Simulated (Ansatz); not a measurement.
**F on Mg(0001): change of the work function**

Aim: the work function of Mg(0001) at several coverages of F (fcc site), and the dipole that each adsorbate carries.

Calculated with Ansatz 0.2.0; plane-wave DFT, PBE, Ansatz PAW.

Most raw output is cut from this account.

### 1. The starting structure

The cell holds 4 atoms: 4 Mg. Cell: a = 3.210 Å, b = 3.210 Å, c = 25.820 Å, α = 90.0°, β = 90.0°, γ = 60.0°. Vacuum lies along c.

Coordinates:

```cif
data_structure
_symmetry_space_group_name_H-M 'P 1'
_symmetry_Int_Tables_number 1
_cell_length_a 3.2100
_cell_length_b 3.2100
_cell_length_c 25.8196
_cell_angle_alpha 90.000
_cell_angle_beta 90.000
_cell_angle_gamma 60.000
_cell_volume 230.40
loop_
_atom_site_label
_atom_site_type_symbol
_atom_site_fract_x
_atom_site_fract_y
_atom_site_fract_z
_atom_site_occupancy
Mg1 Mg 0.66667 0.66667 0.34857 1
Mg2 Mg 0.00000 0.00000 0.44952 1
Mg3 Mg 0.66667 0.66667 0.55048 1
Mg4 Mg 0.00000 0.00000 0.65143 1
```

### 2. The clean slab

The bare slab comes first, as the zero from which every change is counted. The two lowest layers are held at bulk places and the upper ones relax. The dipole correction removes the false field that a one-sided slab makes across the periodic vacuum, so each face gets a flat vacuum level of its own.

input.yaml reads:

```yaml
crystal:
  lattice:
    - [3.21, 0.0, 0.0]
    - [1.605, 2.7799415461, 0.0]
    - [0.0, 0.0, 25.81956]
  atoms:
    - { symbol: Mg, position: [0.6666666667, 0.6666666667, 0.3485729424] }
    - { symbol: Mg, position: [0.0, 0.0, 0.4495243141] }
    - { symbol: Mg, position: [0.6666666667, 0.6666666667, 0.5504756859] }
    - { symbol: Mg, position: [0.0, 0.0, 0.6514270576] }
kpoints:
  mp_grid: { grid: [12, 12, 1] }
hamiltonian:
  xc: pbe
scf:
  occupations: { method: fermi_dirac, width: 0.1 }
  convergence: { dr2_threshold: 1.0e-08 }
efield:
  axis: 3
  dipole_correction: true
  ramp_position: 0.97
  ramp_width: 0.06
relax:
  f_tol: 0.02
  max_steps: 60
  constraints: [{ sites: [0, 1] }]
output:
  write_potential: true
  write_density: true
  volumetric_format: npy
```

On the command line:

```bash
> ansatz run input.yaml --threads 2 --pin off --max-ram 3072MiB --backend cpu --events-out ev --progress --plain --runs-dir out
```

Wall time 12 s (2 threads of Arm Neoverse N1, shared host); peak memory 0.42 GiB.

Step by step:

```csv
step,energy less that of the first step (eV),largest force component (eV/Å)
1,0.0000,0.0442
2,-0.0007,0.0154
```

The run keeps the 6 symmetry operations that it works with, so distortions that break them were not tested.

The atoms that moved most (Å):

```csv
atom,dx,dy,dz,length
Mg4,0.000,0.000,0.029,0.029
Mg3,0.000,0.000,0.005,0.005
```

Final coordinates:

```xyz
4
Lattice="3.2100 0.0000 0.0000 1.6050 2.7799 0.0000 0.0000 0.0000 25.8196" Properties=species:S:1:pos:R:3
Mg    3.2100    1.8533    9.0000
Mg    0.0000    0.0000   11.6065
Mg    3.2100    1.8533   14.2181
Mg    0.0000    0.0000   16.8482
```

This step gave:

```yaml
energy_at_zero_smearing: -7694.5790 eV
work_function_upper_face: 3.787 eV
dipole_along_the_normal: 2.19e-4 e·Å
```

Running mean over 2.60652 Å of the planar mean; the ramp of the sawtooth is left out. Table of electron's electrostatic potential energy less the Fermi level by z:

z (Å), electron's electrostatic potential energy less the Fermi level (eV) and a bar from the least value:
```
        4       3.79 ##############################
        5       3.78 ##############################
        6       3.64 #############################
        7       2.60 #########################
        8      -2.09 #######
        9      -4.02 
       10      -4.04 
       11      -4.01 
       12      -3.99 
       13      -3.98 
       14      -4.00 
       15      -3.95 
       16      -3.97 
       17      -3.95 
       18      -1.31 ##########
       19       2.90 ###########################
       20       3.68 ##############################
       21       3.78 ##############################
       22       3.79 ##############################
```

The relaxation took 2 steps and lowered the energy by 7.4e-4 eV; the largest force on the free atoms ends at 0.015 eV/Å.

The work function of the upper face is 3.79 eV.

### 3. Adsorbate added, k-mesh 6×6×1, coverage 0.25 ML

System of this step: F/Mg(0001). The cell holds 17 atoms: 16 Mg and 1 F. Its edges and angles: a = 6.420 Å, b = 6.420 Å, c = 26.699 Å, α = 90.0°, β = 90.0°, γ = 60.0°. Vacuum lies along c.

The clean slab as it ended is repeated in the plane and the adsorbate is set on one face; the cell's size fixes the coverage, and the k-mesh shrinks with it to keep the sampling density about even. Adsorbate and upper layers relax, since the dipole depends on the height.

input.yaml reads:

```yaml
crystal:
  lattice:
    - [6.4199999999, 0.0, 0.0]
    - [3.21, 5.5598830922, 0.0]
    - [0.0, 0.0, 26.6993944175]
  atoms:
    - { symbol: Mg, position: [0.3333333333, 0.3333333333, 0.3370862971] }
    - { symbol: Mg, position: [0.0, 0.0, 0.4347109832] }
    - { symbol: Mg, position: [0.3333333333, 0.3333333333, 0.5325265893] }
    - { symbol: Mg, position: [0.0, 0.0, 0.6310347898] }
    - { symbol: Mg, position: [0.3333333333, 0.8333333333, 0.3370862971] }
    - { symbol: Mg, position: [0.0, 0.5, 0.4347109832] }
    - { symbol: Mg, position: [0.3333333333, 0.8333333333, 0.5325265893] }
    - { symbol: Mg, position: [0.0, 0.5, 0.6310347898] }
    - { symbol: Mg, position: [0.8333333333, 0.3333333333, 0.3370862971] }
    - { symbol: Mg, position: [0.5, 0.0, 0.4347109832] }
    - { symbol: Mg, position: [0.8333333333, 0.3333333333, 0.5325265893] }
    - { symbol: Mg, position: [0.5, 0.0, 0.6310347898] }
    - { symbol: Mg, position: [0.8333333333, 0.8333333333, 0.3370862971] }
    - { symbol: Mg, position: [0.5, 0.5, 0.4347109832] }
    - { symbol: Mg, position: [0.8333333333, 0.8333333333, 0.5325265893] }
    - { symbol: Mg, position: [0.5, 0.5, 0.6310347898] }
    - { symbol: F, position: [0.1666666667, 0.1666666667, 0.6629137029] }
kpoints:
  mp_grid: { grid: [6, 6, 1] }
hamiltonian:
  xc: pbe
scf:
  occupations: { method: fermi_dirac, width: 0.1 }
  convergence: { dr2_threshold: 1.0e-08 }
efield:
  axis: 3
  dipole_correction: true
  ramp_position: 0.97
  ramp_width: 0.06
relax:
  f_tol: 0.02
  max_steps: 60
  constraints: [{ sites: [0, 1, 4, 5, 8, 9, 12, 13] }]
output:
  dos: { projected: true, e_range: [-8, 4] }
  write_potential: true
  write_density: true
  volumetric_format: npy
  elf: true
```

Wall time 3.5 min (2 threads); peak memory 1.7 GiB; 6.8 min of CPU time.

This run has no spin polarisation although its electron count is odd.

Relaxation path:

| step | energy less that of the first step (eV) | largest force component (eV/Å) |
| --- | --- | --- |
| 1 | 0.0000 | 0.1883 |
| 2 | -0.0217 | 0.1221 |
| 3 | -0.0254 | 0.0534 |
| 4 | -0.0256 | 0.0378 |
| 5 | -0.0260 | 0.0018 |

The run keeps the 6 symmetry operations that it works with, so distortions that break them were not tested.

The atoms that moved most (Å):

| atom | dx | dy | dz | length |
| --- | --- | --- | --- | --- |
| Mg16 | 0.000 | 0.000 | -0.126 | 0.126 |
| F17 | 0.000 | 0.000 | 0.083 | 0.083 |
| Mg12 | 0.015 | -0.008 | 0.058 | 0.061 |
| Mg8 | 0.000 | 0.017 | 0.058 | 0.061 |
| Mg4 | -0.015 | -0.008 | 0.058 | 0.061 |
| Mg7 | 0.000 | 0.012 | -0.007 | 0.013 |
| Mg3 | -0.010 | -0.006 | -0.007 | 0.013 |
| Mg11 | 0.010 | -0.006 | -0.007 | 0.013 |

The relaxed structure:

```xyz
17
Lattice="6.4200 0.0000 0.0000 3.2100 5.5599 0.0000 0.0000 0.0000 26.6994" Properties=species:S:1:pos:R:3
Mg    3.2100    1.8533    9.0000
Mg    0.0000    0.0000   11.6065
Mg    3.1999    1.8475   14.2115
Mg   -0.0146   -0.0084   16.9064
Mg    4.8150    4.6332    9.0000
Mg    1.6050    2.7799   11.6065
Mg    4.8150    4.6449   14.2115
Mg    1.6050    2.7968   16.9064
Mg    6.4200    1.8533    9.0000
Mg    3.2100    0.0000   11.6065
Mg    6.4301    1.8475   14.2115
Mg    3.2246   -0.0084   16.9064
Mg    8.0250    4.6332    9.0000
Mg    4.8150    2.7799   11.6065
Mg    8.0250    4.6332   14.2180
Mg    4.8150    2.7799   16.7224
F     1.6050    0.9266   17.7822
```

Numbers from this step:

- energy at zero smearing: -31588.6599 eV
- work function, upper face: 3.685 eV
- work function, lower face: 3.769 eV
- dipole along the normal: 0.01653 e·Å
- step between the vacuum levels: -0.08378 eV

Running mean over 2.60652 Å of the planar mean; the ramp of the sawtooth is left out. Table of electron's electrostatic potential energy less the Fermi level by z:

z (Å), electron's electrostatic potential energy less the Fermi level (eV) and a bar from the least value:
```
        4       3.77 ##############################
        5       3.75 ##############################
        6       3.62 #############################
        7       2.58 ##########################
        8      -2.11 #########
        9      -4.02 ##
       10      -4.03 ##
       11      -4.02 ##
       12      -4.01 ##
       13      -4.02 ##
       14      -4.01 ##
       15      -3.94 ##
       16      -3.99 ##
       17      -4.58 
       18      -2.03 #########
       19       2.44 #########################
       20       3.58 #############################
       21       3.67 ##############################
       22       3.68 ##############################
       23       3.69 ##############################
```

The density of states has structure finer than the step of the table below, so its rows give means over 0.25 eV, whole bins alone (the curve runs from -8 to 1.98 eV). Peaks (eV: height): -7.250: 49.9, -6.770: 36.7, -1.560: 16.6, -0.720: 19.6, 0.360: 15.5, 0.960: 15.8, 1.950: 18.9.

The density of states by energy, zero at the Fermi level; means over each step:

```
energy (eV)  density of states (states/eV a cell)
      -7.50                                     0
      -7.25                                  11.0
      -7.00                                0.0777
      -6.75                                  7.03
      -6.50                                 0.169
      -6.25                                  1.72
      -6.00                                  1.60
      -5.75                                  1.57
      -5.50                                  3.27
      -5.25                                  2.62
      -5.00                                  3.10
      -4.75                                  3.91
      -4.50                                  2.50
      -4.25                                  3.30
      -4.00                                  5.97
      -3.75                                  4.57
      -3.50                                  3.84
      -3.25                                  3.45
      -3.00                                  6.88
      -2.75                                  5.60
      -2.50                                  4.79
      -2.25                                  4.97
      -2.00                                  5.66
      -1.75                                  8.26
      -1.50                                  7.95
      -1.25                                  3.06
      -1.00                                  7.75
      -0.75                                  9.77
      -0.50                                  6.48
      -0.25                                  8.47
       0.00                                  7.25
       0.25                                  8.28
       0.50                                  3.96
       0.75                                  7.64
       1.00                                  9.52
       1.25                                  8.90
       1.50                                  8.52
       1.75                                  9.06
```

Projected DOS per atom over height of the atomic layer and energy from the Fermi level. Layers: Mg4 Mg4 Mg4 Mg4 F from below.

Ten even steps from '0' (0.0 states/eV) to '9' (8.1 states/eV), each cell a mean:
```
00000
00000
00000
00000
00000
00000
00000
00000
00000
00000
00000
00000
00000
00000
00000
00000
00000
00000
00000
00004
00009
00000
```
Columns: height of the atomic layer (Å) from 9 to 17.8 (not evenly spaced); rows upwards: energy from the Fermi level (eV) from -7.96 to 1.95.

Valence density in the ca plane at fractional y = 0.000, with atoms of Mg within 0.2 Å of it. It is the smooth field of the valence electrons, not physical close to the nuclei.

Ten steps, logarithmic in the rise over the least value, from '0' (0 e/Å³) to '9' (24 e/Å³), each cell a mean:
```
00001588410000000002796100000000000000000000
00000133100000000001342000000000000000000000
00000000000000000000000000000000000000000000
00000000000000000000000000000000000000000000
00000000000000000000000000000000000000000000
00000000000000000000000000000000000000000000
00000143100000000001342000000000000000000000
00001588410000000002797100000000000000000000
00001699510000000003897200000000000000000000
00000366300000000001564100000000000000000000
00000011000000000000111100000000000000000000
00000000000000000000001110000000000000000000
00000000000000000000001110000000000000000000
00000000000000000000001110000000000000000000
00000011000000000000111100000000000000000000
00000366300000000001564100000000000000000000
00001699510000000003897200000000000000000000
```
Columns run along c (16.0 Å, from fractional 0.35 to 0.95 of the cell), rows up along a (6.4 Å). Atoms in or near the plane, at fractional coordinates: Mg at (0.43, 0.00), Mg at (0.63, 0.00), Mg at (0.43, 0.50), Mg at (0.63, 0.50).

ELF in the ca plane at fractional y = 0.000, with atoms of Mg within 0.2 Å of it. It is the smooth field of the valence electrons, not physical close to the nuclei.

Ten even steps from '0' (0.00) to '9' (0.76), each cell a mean:
```
98741444315888888612545102110000000000000000
77752132126776677630232135421000000000000000
24565311356632235653223587531000000000000000
02466766666410014556789998631000000000000000
02466766666410014556789998631000000000000000
24665211356642235653223587531000000000000000
77752133126776677631232135421000000000000000
98741444315888887612444102110000000000000000
98741434415888888613435200000000000000000000
88751244216787788721443000000000000000000000
45663111146753357751011221000000000000000000
12566544566520025763113553100000000000000000
01467777766410014663124664200000000000000000
12566544566520025763113553100000000000000000
45663111146753357751000221000000000000000000
88751254216787788721443000000000000000000000
98741434415888888613435200000000000000000000
```
Columns run along c (16.0 Å, from fractional 0.35 to 0.95 of the cell), rows up along a (6.4 Å). Atoms in or near the plane, at fractional coordinates: Mg at (0.43, 0.00), Mg at (0.63, 0.00), Mg at (0.43, 0.50), Mg at (0.63, 0.50).

Electrostatic potential energy in the ca plane at fractional y = 0.000, with atoms of Mg within 0.2 Å of it. With pseudopotentials it is smooth inside the atoms' cores, unlike the true potential.

Ten even steps from '0' (-50 eV) to '9' (4 eV), each cell a mean:
```
99997300489999999985001689999999999999999999
99998745789999999987546899999999999999999999
89999888899988889998888999999999999999999999
88999999999988889999999999999999999999999999
88999999999988889999999999999999999999999999
89999888899998889998888999999999999999999999
99998644789999999987545899999999999999999999
99997300489999999985001689999999999999999999
99997200379999999984000689999999999999999999
99998511589999999986213789999999999999999999
89998877899998899998777899999999999999999999
88999988999988889999889999999999999999999999
88999999999987789999999999999999999999999999
88999988999988889999889999999999999999999999
89998877899998899998777899999999999999999999
99998511589999999986213789999999999999999999
99997100379999999984000689999999999999999999
```
Columns run along c (16.0 Å, from fractional 0.35 to 0.95 of the cell; values clipped at the 3rd and 97th percentile), rows up along a (6.4 Å). Atoms in or near the plane, at fractional coordinates: Mg at (0.43, 0.00), Mg at (0.63, 0.00), Mg at (0.43, 0.50), Mg at (0.63, 0.50).

The relaxation took 5 steps and lowered the energy by 0.026 eV; the largest force on the free atoms ends at 0.0018 eV/Å.

By hand: a sheet of dipoles makes a step −p/(ε₀A) in the electron's potential. With e/ε₀ = 180.95 V·Å, p = 0.01653 e·Å and A = 35.69 Å², that is −180.95 × (0.01653) / 35.69 = -0.084 eV, and the two vacuum levels of the run differ by -0.084 eV.

The covered face has 3.69 eV, -0.10 eV against the clean one; the bare back face has moved by -0.02 eV, a measure of how thin the slab is.

### 4. Adsorbate added, k-mesh 12×12×1, coverage 1 ML

System of this step: F/Mg(0001). The cell holds 5 atoms: 4 Mg and 1 F. Its edges and angles: a = 3.210 Å, b = 3.210 Å, c = 26.699 Å, α = 90.0°, β = 90.0°, γ = 60.0°. Vacuum lies along c.

Another coverage, to see how the dipoles act on each other as their distance changes.

input.yaml, the sections that differ from step 3:

```yaml
crystal:
  lattice:
    - [3.21, 0.0, 0.0]
    - [1.605, 2.7799415461, 0.0]
    - [0.0, 0.0, 26.6993944175]
  atoms:
    - { symbol: Mg, position: [0.6666666667, 0.6666666667, 0.3370862971] }
    - { symbol: Mg, position: [0.0, 0.0, 0.4347109832] }
    - { symbol: Mg, position: [0.6666666667, 0.6666666667, 0.5325265893] }
    - { symbol: Mg, position: [0.0, 0.0, 0.6310347898] }
    - { symbol: F, position: [0.3333333333, 0.3333333333, 0.6629137029] }
kpoints:
  mp_grid: { grid: [12, 12, 1] }
relax:
  f_tol: 0.02
  max_steps: 60
  constraints: [{ sites: [0, 1] }]
output:
  write_potential: true
  write_density: true
  volumetric_format: npy
# hamiltonian, scf, efield: as in step 3
```

Run time: 26 s. Hardware: 2 threads; peak memory 0.46 GiB; 50 s of CPU time.

The steps of the relaxation:

```
step  energy less that of the first step (eV)  largest force component (eV/Å)
   1                                   0.0000                          0.5204
   2                                  -0.0143                          0.2283
   3                                  -0.0181                          0.0248
   4                                  -0.0182                          0.0017
```

The run keeps the 6 symmetry operations that it works with, so distortions that break them were not tested.

The atoms that moved most (Å):

```csv
atom,dx,dy,dz,length
Mg4,0.000,0.000,-0.079,0.079
Mg3,0.000,0.000,-0.035,0.035
F5,0.000,0.000,-0.010,0.010
```

The relaxed structure:

```xyz
5
Lattice="3.2100 0.0000 0.0000 1.6050 2.7799 0.0000 0.0000 0.0000 26.6994" Properties=species:S:1:pos:R:3
Mg    3.2100    1.8533    9.0000
Mg    0.0000    0.0000   11.6065
Mg    3.2100    1.8533   14.1835
Mg    0.0000    0.0000   16.7691
F     1.6050    0.9266   17.6893
```

Numbers from this step:

```
energy at zero smearing        : -8505.1885 eV
work function, upper face      : 3.495 eV
work function, lower face      : 3.723 eV
dipole along the normal        : 0.01125 e·Å
step between the vacuum levels : -0.2280 eV
```

Running mean over 2.60652 Å of the planar mean; the ramp of the sawtooth is left out. Electron's electrostatic potential energy less the Fermi level against z:

| z (Å) | electron's electrostatic potential energy less the Fermi level (eV) |
| --- | --- |
| 4 | 3.72 |
| 5 | 3.71 |
| 6 | 3.58 |
| 7 | 2.57 |
| 8 | -2.08 |
| 9 | -3.98 |
| 10 | -3.99 |
| 11 | -4.00 |
| 12 | -4.02 |
| 13 | -4.17 |
| 14 | -4.01 |
| 15 | -4.14 |
| 16 | -4.76 |
| 17 | -6.73 |
| 18 | -3.64 |
| 19 | 1.62 |
| 20 | 3.44 |
| 21 | 3.49 |
| 22 | 3.49 |
| 23 | 3.49 |

The relaxation took 4 steps and lowered the energy by 0.018 eV; the largest force on the free atoms ends at 0.0017 eV/Å.

The covered face has 3.49 eV, -0.29 eV against the clean one; the bare back face has moved by -0.07 eV, a measure of how thin the slab is.

### 5. Work function against coverage

This step: plane-wave DFT, PBE, Ansatz PAW; work function against coverage (Ansatz 0.2.0).

The runs are now put side by side.

Numbers from this step:

* work function of the clean face: 3.787 eV
* largest change of the work function: -0.2924 eV

Work function of the covered face against coverage:

```
coverage (adsorbates/nm²)  work function of the covered face (eV)
                     0.00                                    3.79
                     2.80                                    3.69
                    11.21                                    3.49
```

The dipole per adsorbate comes from the change of the cell's dipole. Coverage, by row:

```
coverage (1/nm²)  coverage (ML)  work function (eV)  change (eV)  dipole per adsorbate, positive end outwards (debye)  mean height of the added atoms over the highest substrate atom (Å)
           2.802           0.25               3.685       -0.102                                                0.075                                                              0.8758
           11.21              1               3.495      -0.2924                                                0.053                                                              0.9202
```

### 6. Outcome

```json
{
  "work function of the clean face": "3.79 eV",
  "work function at 0.25 ML": "3.69 eV",
  "work function at 1 ML": "3.49 eV",
  "dipole per adsorbate at 0.25 ML, positive end outwards": "0.07 D"
}
```

What this shows: At the lowest coverage F changes the work function of Mg(0001) by under 0.15 eV, within the error of so thin a slab; the largest change, -0.29 eV, comes at higher coverage. The slab has 4 layers, at the tabulated experimental lattice constant, one starting site was run, and quantum-size effects of a slab this thin can reach one or two tenths of an eV.

[Logs are printed without paths, hosts, clocks, repeated set-up lines and the standing remarks that a program may print on its own settings, such as how far it seeks lower states.]

[Hosts, paths, dates, database ids (printed as entryN), source tags and the programs' standing remarks are cut or masked in the printed files.]

[Maps of the electrostatic potential energy from Ansatz leave out the sawtooth potential of an applied field or a dipole correction, so their vacuum need not be flat; planar profiles and work functions include it.]

[The density of states shown here was stored with 400 of the rows of the run's finer table, so its peaks can read low, often by over a quarter, or be missed, and its means over a window can be off by a tenth or more.]
